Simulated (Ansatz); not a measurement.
## SrTiO3 (Tausonite): the dielectric response by several routes

How strongly does SrTiO3 (Tausonite) screen? Routes: perturbation theory, a sum over states and the RPA step of G0W0.

Method: linear response on PBE, plane waves, PAW, in Ansatz 0.2.0.

**The experiments to reproduce.**

- ε∞ 5.1: high-frequency dielectric constant from ellipsometry; ellipsometry; bulk crystal (commercial single crystal) (“Optical probe of ferroelectric order in bulk and thin film perovskite titanates”, 2013, arxiv:1309.1245).

### 1. Starting point

Symmetry: Pm-3m, No. 221, cubic system. Conventional cell: a = 3.905 Å, b = 3.905 Å, c = 3.905 Å, α = 90.00°, β = 90.00°, γ = 90.00°. Sr has 12 O at 2.76 Å nearest. Nearest to Ti lie 6 O at 1.95 Å. Nearest to O lie 2 Ti at 1.95 Å and 4 Sr at 2.76 Å. Farther neighbours and most contacts between anions are not listed.

Coordinates:

```cif
data_structure
_symmetry_space_group_name_H-M 'P 1'
_symmetry_Int_Tables_number 1
_cell_length_a 3.9053
_cell_length_b 3.9053
_cell_length_c 3.9053
_cell_angle_alpha 90.000
_cell_angle_beta 90.000
_cell_angle_gamma 90.000
_cell_volume 59.56
loop_
_atom_site_label
_atom_site_type_symbol
_atom_site_fract_x
_atom_site_fract_y
_atom_site_fract_z
_atom_site_occupancy
Sr1 Sr 0.50000 0.50000 0.50000 1
Ti2 Ti 0.00000 0.00000 0.00000 1
O3 O 0.50000 0.00000 0.00000 1
O4 O 0.00000 0.50000 0.00000 1
O5 O 0.00000 0.00000 0.50000 1
```

The cell and positions come from the Crystallography Open Database and are kept as given unless a step says otherwise. The default PAW set here is soft_2. Its files were made with PBE.

### 2. Response to a homogeneous field

The response to a uniform field gives ε∞, a yardstick for the screening that GW builds on its mesh.

This step: dielectric response by perturbation theory, PBE, plane waves, PAW.

Contents of input.yaml:

```yaml
crystal:
  lattice:
    - [3.90528, 0.0, 0.0]
    - [0.0, 3.90528, 0.0]
    - [0.0, 0.0, 3.90528]
  atoms:
    - { symbol: Sr, position: [0.5, 0.5, 0.5] }
    - { symbol: Ti, position: [0.0, 0.0, 0.0] }
    - { symbol: O, position: [0.5, 0.0, 0.0] }
    - { symbol: O, position: [0.0, 0.5, 0.0] }
    - { symbol: O, position: [0.0, 0.0, 0.5] }
kpoints:
  mp_grid: { grid: [6, 6, 6] }
hamiltonian:
  xc: pbe
scf:
  occupations: { method: fixed }
dielectric: {}
```

Started as:

```
$ ansatz run input.yaml --threads 3 --pin off --max-ram 92160MiB --backend cuda --events-out ev --progress --plain --runs-dir out --devices 1 --max-vram 13GiB  # rebuilt from the run's record
```

Numbers of over 12 decimals in the logs are rounded to 6 here.

Output:

```text
GPUs: using 1 of 1 available (devices: 1).
Engine: ansatz 0.2.0, x86_64-unknown-linux-gnu
Pseudopotentials: kind: paw
Pseudopotential: Sr, paw, valence charge 10, recommended cutoff 420 eV (normal), Sr.paw.azcp
Pseudopotential: Ti, paw, valence charge 12, recommended cutoff 420 eV (normal), Ti.paw.azcp
Pseudopotential: O, paw, valence charge 6, recommended cutoff 420 eV (normal), O.paw.azcp
Functional definition: PBE
  parameter kappa = 0.804
  parameter beta = 0.066725
  exchange = pbe_x(kappa = kappa, mu = beta*pi^2/3)
  correlation = pbe_c(beta = beta)
device memory: the entry about to start is reckoned to put 1.3 GiB on a device that reports 55.6 GiB free (of which the cap on the GPU budget leaves the run 13.0 GiB)
GPU FFT provider: cuFFT
GPU libraries: cuBLAS 13.8.2, cuFFT 12.4.0, cuSOLVER 12.3.4
Crystal: 5 atoms, lattice volume = 59.560 Å³
Basis set: ecut = 420 eV, 1189 PW (Γ), exchange–correlation on 54×54×54 points (8 copies of the dense FFT grid, shifted against one another)
Bands: 25, of which v1, the nominal top of the filled ones, is band 20 counted from 1 (19 counted from 0)
Symmetry: 48 space group operations
k-points: 40 of 216 (irreducible under 8 space group operations, time reversal used)
Non-local potential: Sr, projectors of the file, l = 0: 3, l = 1: 2, l = 2: 2
Non-local potential: Ti, projectors of the file, l = 0: 3, l = 1: 2, l = 2: 3, l = 3: 1
Non-local potential: O, projectors of the file, l = 0: 2, l = 1: 2, l = 2: 1
PAW form: soft (Blöchl's): semilocal exchange-correlation on the pseudo side does not see the compensation charge
PAW one-centre angular grid: Sr, 110 points (default); XC on 64 Gauss nodes
PAW one-centre angular grid: Ti, 590 points (default); XC on 64 Gauss nodes
PAW one-centre angular grid: O, 110 points (default); XC on 64 Gauss nodes
Initial density: superposition of atomic densities (neutral atoms: chi_scale 0, normalization atom), corrected by the library's trained network
Initial wavefunctions: pseudopotential atomic-orbital guess
GPU buffer pool allocated for 19683 grid points (all kernels)
GPU transforms: local potential and band sums: pruned to the plane-wave sphere, on 27×27×27
Functional: x = pbe(κ = 0.804, μ = 0.219515), c = pbe(β = 0.066725)
SCF iter   1: F=—  HF=-7754.467255 eV  |F-HF|=—  |Δ(HF+E_count)|=         —  Δρ=1.94e-3  dr2=1.04e-3  ethr=1.77e-3  ⟨swp⟩=4.0  Hψ=4483  notcnv=0  defer=89
preconditioner: auto → Resta (q_TF=auto, 2.553 Å⁻¹)  ε∞=5.6  [insulator: Δε(μ)=1.868 eV  Ē_g=12.255 eV  n_scr=18 (ndim 8)  ℏωp=26.4 eV  f_vac=0.000  ε∞_Penn≈5.6]
SCF iter   2: F=—  HF=-7754.467947 eV  |F-HF|=—  |Δ(HF+E_count)|=   6.92e-4  Δρ=1.01e-3  dr2=2.53e-4  ethr=2.60e-6  ⟨swp⟩=3.4  Hψ=2445  notcnv=0  defer=111
SCF iter   3: F=—  HF=-7754.468028 eV  |F-HF|=—  |Δ(HF+E_count)|=   8.12e-5  Δρ=5.14e-4  dr2=4.40e-5  ethr=6.32e-7  ⟨swp⟩=2.0  Hψ=1428  notcnv=0  defer=110
SCF iter   4: F=—  HF=-7754.468065 eV  |F-HF|=—  |Δ(HF+E_count)|=   3.68e-5  Δρ=2.28e-4  dr2=8.95e-6  ethr=1.10e-7  ⟨swp⟩=2.3  Hψ=1285  notcnv=0  defer=72
SCF iter   5: F=—  HF=-7754.468071 eV  |F-HF|=—  |Δ(HF+E_count)|=   6.29e-6  Δρ=5.14e-5  dr2=7.27e-7  ethr=2.24e-8  ⟨swp⟩=2.2  Hψ=1384  notcnv=0  defer=48
SCF iter   6: F=—  HF=-7754.468179 eV  |F-HF|=—  |Δ(HF+E_count)|=   1.08e-4  Δρ=7.19e-6  dr2=2.14e-8  ethr=1.82e-9  ⟨swp⟩=2.4  Hψ=1609  notcnv=0  defer=46
SCF iter   7: F=—  HF=-7754.468179 eV  |F-HF|=—  |Δ(HF+E_count)|=   1.18e-8  Δρ=9.38e-7  dr2=6.78e-10  ethr=5.36e-11  ⟨swp⟩=2.1  Hψ=1512  notcnv=0  defer=46
SCF iter   8: F=-7754.468179 eV  HF=-7754.468179 eV  |F-HF|=1.73e-11  |Δ(HF+E_count)|=  2.73e-10  Δρ=2.50e-7  dr2=7.34e-11  ethr=1.00e-12  ⟨swp⟩=9.1  Hψ=4264  notcnv=0
SCF 1 converged in 8 iterations: F = -7754.468179 eV  dr2 = 7.34e-11
  greatest PAW one-centre occupation: 0.999 electrons in one spin orbital (limit 2), on the Ti atom at site 1 (counted from 0), in its partial waves of l = 0
the response reads at least the filled bands of the reference SCF and the lowest empty band at each k-point, and that SCF's band table does not vouch for those bands. The notice of the band table in this run's record says why
device memory: the entry about to start is reckoned to put 0.1 GiB on a device that reports 56.7 GiB free (of which the cap on the GPU budget leaves the run 13.0 GiB)
device memory: the entry about to start is reckoned to put 0.9 GiB on a device that reports 56.7 GiB free (of which the cap on the GPU budget leaves the run 13.0 GiB)
DFPT response loops at Γ: preconditioner auto → none (the input reference at scf.mixing.eps_inf says where Resta's filter doesn't serve); β = 0.50; Broyden in place of MSR1
── the response to a field inside a basis, on 8×8×8 k-points: an SCF that follows is theirs, and a resumed run solves both again ──
device memory: the entry about to start is reckoned to put 0.2 GiB on a device that reports 58.5 GiB free (of which the cap on the GPU budget leaves the run 13.0 GiB)
GPU FFT provider: cuFFT
GPU libraries: cuBLAS 13.8.2, cuFFT 12.4.0, cuSOLVER 12.3.4
Bands: 21, of which v1, the nominal top of the filled ones, is band 20 counted from 1 (19 counted from 0)
k-points: 20 of 512
Initial density: handed on by an earlier stage of this run
Initial wavefunctions: pseudopotential atomic-orbital guess (no wavefunctions were taken with the density)
GPU buffer pool allocated for 19683 grid points (all kernels)
GPU transforms: band sums: pruned to the plane-wave sphere, on 27×27×27
Eigensolver: Dense (20 Hₖ)
SCF iter   1: F=—  HF=-7754.465222 eV  |F-HF|=—  |Δ(HF+E_count)|=         —  Δρ=4.69e-4  dr2=2.22e-5  ethr=1.00e-1
preconditioner: auto → Resta (q_TF=auto, 2.553 Å⁻¹)  ε∞=7.0  [insulator: Δε(μ)=2.094 eV  Ē_g=10.793 eV  n_scr=18 (ndim 8)  ℏωp=26.4 eV  f_vac=0.000  ε∞_Penn≈7.0]
SCF iter   2: F=—  HF=-7754.465228 eV  |F-HF|=—  |Δ(HF+E_count)|=   6.23e-6  Δρ=2.21e-4  dr2=8.90e-6  ethr=5.55e-8
SCF iter   3: F=—  HF=-7754.465231 eV  |F-HF|=—  |Δ(HF+E_count)|=   3.16e-6  Δρ=1.02e-4  dr2=2.21e-6  ethr=2.22e-8
SCF iter   4: F=—  HF=-7754.465232 eV  |F-HF|=—  |Δ(HF+E_count)|=   1.45e-7  Δρ=1.82e-5  dr2=1.16e-7  ethr=5.52e-9
SCF iter   5: F=-7754.465232 eV  HF=-7754.465232 eV  |F-HF|=6.22e-9  |Δ(HF+E_count)|=   1.96e-9  Δρ=3.33e-6  dr2=1.09e-8  ethr=2.89e-10
SCF 1 converged in 5 iterations: F = -7754.465232 eV  dr2 = 1.09e-8
device memory: the entry about to start is reckoned to put 0.1 GiB on a device that reports 59.1 GiB free (of which the cap on the GPU budget leaves the run 13.0 GiB)
device memory: the entry about to start is reckoned to put 1.2 GiB on a device that reports 65.4 GiB free (of which the cap on the GPU budget leaves the run 12.9 GiB)
DFPT response loops at Γ: mixed as the last ones told, above
SCF converged after 8 iterations
Free energy (F): -7754.468179 eV
Harris-Foulkes:  -7754.468179 eV  (|F-HF|=1.73e-11)
Internal energy: -7754.468179 eV  (E = F + TS)
E sigma→0 (E₀):  -7754.468179 eV
Fermi energy:    9.991414 eV
--- Per-component energies (eV) ---
  E_band       = -204.886328
  E_kinetic    = 1048.523959
  E_local      = -2384.441441  (includes V_loc(G=0)·N_el)
  E_nonlocal   = 348.035019
  E_hartree    = 834.929224
  E_xc         = -496.673976
  E_vxc        = -572.529935  (∫ρ·V_xc dr)
  E_paw        = -4213.753596  (= ΣΔE_a)
  E_vpaw       = -314.340237  (= ΣTr[D̂ρ^β])
  E_aug_tail   = 0.007572  (compensation charges beyond the density's cutoff)
  E_ewald      = -2891.094941
  E_smearing   = -0.000000  (= −TS)
  E_closure    = -0.000000  (closes the sum)
  Σ components = -7754.468179   (vs F -7754.468179, Δ=0.00e0)
--- Band table (eV; the first three rows and the last of 40) ---
  k-point 0: bands = [... 16 lower, 8.8190, 9.6460, 9.6460, 9.6460, 11.8770, 11.8770, 11.8770, 14.3365, ... 1 higher]
  k-point 1: bands = [... 16 lower, 8.5927, 8.8904, 9.4972, 9.4972, 11.9169, 12.4476, 12.4476, 14.3419, ... 1 higher]
  k-point 2: bands = [... 16 lower, 7.9128, 8.1957, 9.3321, 9.3321, 11.9996, 13.3757, 13.3757, 14.3484, ... 1 higher]
  k-point 39: bands = [... 16 lower, 6.2700, 9.9914, 9.9914, 9.9914, 14.4785, 14.4785, 14.4785, 16.9686, ... 1 higher]
--- Dielectric response (ions clamped): 3 representative field directions + reference, inside a basis on a mesh of 512 k-points (Σ response iterations 15) ---
  ε∞ (high-frequency dielectric tensor):
        6.237820     0.000000     0.000000
        0.000000     6.237820     0.000000
        0.000000     0.000000     6.237820
  Born effective charges Z* (e; rows j = field, columns β = displacement):
    site 0:
         2.55483    0.00000    0.00000
        -0.00000    2.55483   -0.00000
         0.00000    0.00000    2.55483
    site 1:
         7.31070    0.00000    0.00000
        -0.00000    7.31070   -0.00000
         0.00000    0.00000    7.31070
    site 2:
        -5.80956   -0.00000    0.00000
         0.00000   -2.02799   -0.00000
         0.00000    0.00000   -2.02799
    site 3:
        -2.02799   -0.00000    0.00000
         0.00000   -5.80956    0.00000
        -0.00000    0.00000   -2.02799
    site 4:
        -2.02799    0.00000    0.00000
        -0.00000   -2.02799   -0.00000
         0.00000    0.00000   -5.80956
  Z* charge neutrality: 4.750e-3 e pre-enforcement
  solved inside a basis spanned on kpoints, on 8×8×8 k-points, its susceptibility summed on 10×10×10: ε∞ is read to err by 2.0e-2, Z* by 3.1e-2 e (field_mesh: kpoints solves on kpoints); Z* is corrected for what the basis lacks
```

It took 32 s on 1 × NVIDIA H100 80GB HBM3 (shared by 6 runs) with 3 threads of AMD EPYC 7R13 (Zen 3), shared host; peak memory 1.2 GiB.

The column dr2 measures how far the density is from self-consistency, as an energy; F and HF (Harris–Foulkes) agree once it is small.

This step gave:

| Quantity | Value |
| --- | --- |
| stated error of ε∞ | 0.02 |

One over ε∞ averages 0.16, under the quarter of exact exchange in PBE0, which by this rule of thumb may open the gap too far.

High-frequency dielectric tensor:

```
6.24 0.00 0.00
0.00 6.24 0.00
0.00 0.00 6.24
```

Born effective charge (e), principal values of the symmetric part by kind of site:

| atom | atoms with these values | low | middle | high | mean |
| --- | --- | --- | --- | --- | --- |
| Sr1 | 1 | 2.55 | 2.55 | 2.55 | 2.55 |
| Ti2 | 1 | 7.31 | 7.31 | 7.31 | 7.31 |
| O3 | 3 | -5.81 | -2.03 | -2.03 | -3.29 |

In full for O3:

```
-5.81  0.00  0.00
 0.00 -2.03  0.00
 0.00  0.00 -2.03
```

### 3. Independent-particle spectrum

The independent-particle spectrum shows where the oscillator strength lies, before excitons and local fields.

This step: independent-particle optics on PBE, plane waves, PAW.

input.yaml: that of step 2 with these lines changed.

```diff
@@ -17,2 +17,4 @@
   occupations: { method: fixed }
-dielectric: {}
+  n_extra_bands: 40
+output:
+  optics: { e_range: [0, 25], de: 0.1, sigma: 0.2 }
```

Output:

```text
[...]
GPUs: using 1 of 1 available (devices: 1).
[...]
GPU FFT provider: cuFFT
GPU libraries: cuBLAS 13.8.2, cuFFT 12.4.0, cuSOLVER 12.3.4
Crystal: 5 atoms, lattice volume = 59.560 Å³
Basis set: ecut = 420 eV, 1189 PW (Γ)
Bands: 60, of which v1, the nominal top of the filled ones, is band 20 counted from 1 (19 counted from 0)
[... 1 set-up line as in the run before ...]
[...]
k-points: 20 of 216
[...]
GPU buffer pool allocated for 19683 grid points (all kernels)
[...]
SCF iter   1: F=—  HF=-7754.464844 eV  |F-HF|=—  |Δ(HF+E_count)|=         —  Δρ=2.42e-3  dr2=2.33e-3  ethr=1.77e-3  ⟨swp⟩=4.7  Hψ=4471  notcnv=0  defer=688
[...]
SCF iter  10: F=-7754.467641 eV  HF=-7754.467641 eV  |F-HF|=0.00e0  |Δ(HF+E_count)|=  9.09e-11  Δρ=5.32e-8  dr2=1.60e-12  ethr=1.00e-12  ⟨swp⟩=11.9  Hψ=9382  notcnv=0
SCF 1 converged in 10 iterations: F = -7754.467641 eV  dr2 = 1.60e-12
[...]
Optics k sum: 0 of 20 k-points
Optics k sum: 1 of 20 k-points
[...]
Optics k sum: 20 of 20 k-points
[...]
SCF converged after 10 iterations
Free energy (F): -7754.467641 eV
[...]
Internal energy: -7754.467641 eV  (E = F + TS)
E sigma→0 (E₀):  -7754.467641 eV
Fermi energy:    9.991370 eV
[...]
--- Band table (eV; the first three rows and the last of 20) ---
  k-point 0: bands = [... 16 lower, 8.8189, 9.6461, 9.6461, 9.6461, 11.8774, 11.8774, 11.8774, 14.3355, ... 36 higher]
  k-point 1: bands = [... 16 lower, 8.5927, 8.8904, 9.4974, 9.4974, 11.9173, 12.4479, 12.4479, 14.3409, ... 36 higher]
  k-point 2: bands = [... 16 lower, 7.9128, 8.1957, 9.3322, 9.3322, 12.0000, 13.3760, 13.3760, 14.3474, ... 36 higher]
  k-point 19: bands = [... 16 lower, 6.2700, 9.9914, 9.9914, 9.9914, 14.4789, 14.4789, 14.4789, 16.9685, ... 36 higher]
```

Wall time 16 s (1 × NVIDIA H100 80GB HBM3 (shared by 6 runs) with 3 threads); peak memory 1.2 GiB; 29 s of CPU time.

Numbers from this step:

```
ε∞ without local fields (xx, yy, zz)                                   : 6.350, 6.350, 6.350
electrons in the f-sum (xx, yy, zz)                                    : 27.39, 27.39, 27.39
bands in the explicit sum (the static value is completed to all bands) : 60
```

The sum gives ε∞ = 6.35 without local fields.

Independent particles, no local fields, Gaussian width 0.2 eV. The ε₂, xx=yy=zz by photon energy; read off at these points:

| photon energy (eV) | ε₂, xx=yy=zz |
| --- | --- |
| 1.0 | 0 |
| 2.0 | 0.0221 |
| 3.0 | 3.49 |
| 4.0 | 6.72 |
| 4.4 | 9.12 |
| 5.0 | 5.52 |
| 6.0 | 2.90 |
| 7.0 | 3.62 |
| 7.5 | 5.20 |
| 8.0 | 4.82 |
| 9.0 | 3.65 |
| 10.0 | 3.08 |
| 11.0 | 3.07 |
| 11.2 | 3.44 |
| 12.0 | 2.00 |
| 13.0 | 0.807 |
| 14.0 | 0.755 |
| 15.0 | 0.571 |
| 16.0 | 0.869 |
| 17.0 | 0.976 |
| 18.0 | 1.53 |
| 19.0 | 1.50 |
| 20.0 | 1.68 |
| 21.0 | 1.55 |
| 22.0 | 2.77 |
| 23.0 | 3.64 |
| 23.5 | 4.12 |
| 24.0 | 2.56 |
| 25.0 | 0.751 |

The loss function, xx=yy=zz has structure finer than the step of the table below, so its rows give means over 1 eV, whole bins alone (the curve runs from 0 to 25 eV). Peaks (eV: height): 12.8: 1.22, 14.7: 0.697.

Independent particles, no local fields, Gaussian width 0.2 eV. The loss function, xx=yy=zz by photon energy; means over each step:

```csv
photon energy (eV),"loss function, xx=yy=zz"
1,0
2,0.00318
3,0.0372
4,0.0699
5,0.162
6,0.210
7,0.137
8,0.175
9,0.251
10,0.329
11,0.335
12,0.503
13,1.13
14,0.525
15,0.444
16,0.311
17,0.273
18,0.267
19,0.289
20,0.341
21,0.306
22,0.226
23,0.255
24,0.257
```

### 4. RPA screening from the G0W0 run

Now the one-shot GW correction: screening in the RPA, then the self-energy of the levels asked for.

This step: G0W0 on PBE, plane waves, PAW.

input.yaml, the sections that differ from step 3:

```yaml
kpoints:
  mp_grid: { grid: [4, 4, 4] }
scf:
  occupations: { method: fixed }
gw:
  n_empty_bands: 382
  ecut_chi: 200.0
  qp_bands: [v2, c2]
  qp_kpoints: band_edges
  screening: { model: contour_deformation }
# crystal, hamiltonian: as in step 3
# output: removed
```

Output:

```text
GPUs: using 1 of 1 available (devices: 1).
[...]
GPU FFT provider: cuFFT
GPU libraries: cuBLAS 13.8.2, cuFFT 12.4.0, cuSOLVER 12.3.4
Crystal: 5 atoms, lattice volume = 59.560 Å³
Basis set: ecut = 420 eV, 1189 PW (Γ)
Bands: 25, of which v1, the nominal top of the filled ones, is band 20 counted from 1 (19 counted from 0)
[... 1 set-up line as in the run before ...]
[...]
k-points: 10 of 64
[...]
1    22     12.9207   -14.2160    -6.6317   -21.8811  0.7118    13.9816    13.9541  root
[...]
9    19      9.9959   -26.0786     4.5300   -21.0126  0.7140     9.4536     9.4600  root
     9    20      9.9959   -26.0786     4.5300   -21.0126  0.7140     9.4536     9.4600  root
     9    21     14.4648   -14.5075    -8.2018   -23.8017  0.6648    15.6053    15.5571  root
     9    22     14.4648   -14.5075    -8.2018   -23.8017  0.6648    15.6053    15.5571  root
[key lines of the parts left out:]
SCF converged after 6 iterations
Free energy (F): -7754.450213 eV
Fermi energy:    9.995895 eV
```

Wall time 15 s (1 × NVIDIA H100 80GB HBM3 (shared by 6 runs) with 3 threads); peak memory 1.4 GiB; 11 s of CPU time.

This step gave:

```
bands summed                                 : 402
RPA ε∞ on this mesh (eigenvalues)            : 6.524, 6.524, 6.524
plane waves in the screening matrix          : 389
G0W0 gap on the mesh                         : 3.442 eV
k of the valence top                         : -0.5, -0.5, -0.5
k of the conduction bottom                   : 0, 0, 0
starting gap on the mesh                     : 1.868 eV
least direct G0W0 gap on the computed points : 3.801 eV
```

The gap on the mesh goes from 1.87 eV to 3.44 eV, a correction of +1.57 eV. Between the two edge states, bare exchange in place of the xc potential would open the gap by 12.74 eV, and correlation takes back 11.17 eV.

Mean over the mesh in bins of 0.25 1/Å. Static inverse dielectric function, diagonal against length of q+G:

| length of q+G (Å⁻¹) | static inverse dielectric function, diagonal |
| --- | --- |
| 0.51 | 0.230 |
| 0.74 | 0.284 |
| 1.25 | 0.412 |
| 1.49 | 0.472 |
| 1.75 | 0.535 |
| 2.02 | 0.597 |
| 2.51 | 0.689 |
| 2.77 | 0.731 |
| 3.00 | 0.763 |
| 3.51 | 0.820 |
| 3.75 | 0.841 |
| 4.01 | 0.860 |
| 4.26 | 0.876 |
| 4.76 | 0.903 |
| 5.00 | 0.915 |
| 5.25 | 0.926 |
| 5.76 | 0.945 |
| 6.01 | 0.953 |
| 6.26 | 0.959 |
| 6.52 | 0.966 |
| 6.99 | 0.975 |
| 7.18 | 0.978 |

### 5. The values together

Times are wall times on 1 × NVIDIA H100 80GB HBM3 (shared by 6 runs) with 3 threads of AMD EPYC 7R13 (Zen 3), shared host, good to a factor of about two.

```csv
method,mesh,"ε∞, low",middle,high,mean,time
perturbation theory (local fields and xc kernel),6×6×6 (response on 512 points),6.24,6.24,6.24,6.24,32 s
sum over states (no local fields),6×6×6,6.35,6.35,6.35,6.35,16 s
"RPA with local fields, on the GW mesh",4×4×4,6.52,6.52,6.52,6.52,15 s
```

### 6. Outcome

| Item | Value |
| --- | --- |
| perturbation theory (local fields and xc kernel) | 6.24, 6.24, 6.24 |
| sum over states (no local fields) | 6.35, 6.35, 6.35 |
| RPA with local fields, on the GW mesh | 6.52, 6.52, 6.52 |

In words: Mean Born effective charge: Sr1 2.55, Ti2 7.31, O3 -3.29 e. The most distinct maxima of the ε₂, xx=yy=zz lie at 4.4, 7.5, 11.2 and 23.5 eV, the highest at 4.4 eV. The most distinct maxima of the loss function, xx=yy=zz lie at 12.8 and 14.7 eV, the highest at 12.8 eV. The sum without local fields gives 6.35 in the mean against 6.24 by perturbation theory; local fields lower ε∞ and the xc kernel gives part of it back, though the sum also carries the error of its own mesh. The RPA values on the 4×4×4 mesh average 1.05 times those of perturbation theory (means 6.52 and 6.24). Without the xc kernel RPA should lie a little lower; it lies higher here. Perturbation theory sums its response on a denser mesh of its own, so the coarser sum of the GW run is the likely cause. Against experiment, the principal values 6.24 of the first method stand beside the measured 5.1 (high-frequency dielectric constant from ellipsometry, 2013); the mean is +22 % off. PBE usually puts the gap too low, which tends to raise ε∞. Ions are clamped, so the lattice part of the static constant is not in these numbers.

[Paths, hosts, dates, memory and timing lines, banners, echoed tables and standing remarks are left out of the program output.]

[Logs are printed without paths, hosts, clocks, repeated set-up lines and the standing remarks that a program may print on its own settings, such as how far it seeks lower states.]

[Runs of the session that timed out or met a known fault of the program may be left out.]

[Cells called generated may have been cut or substituted from an entry of the Crystallography Open Database or the Materials Project.]

[Hosts, paths, dates, database ids (printed as entryN), source tags and the programs' standing remarks are cut or masked in the printed files.]
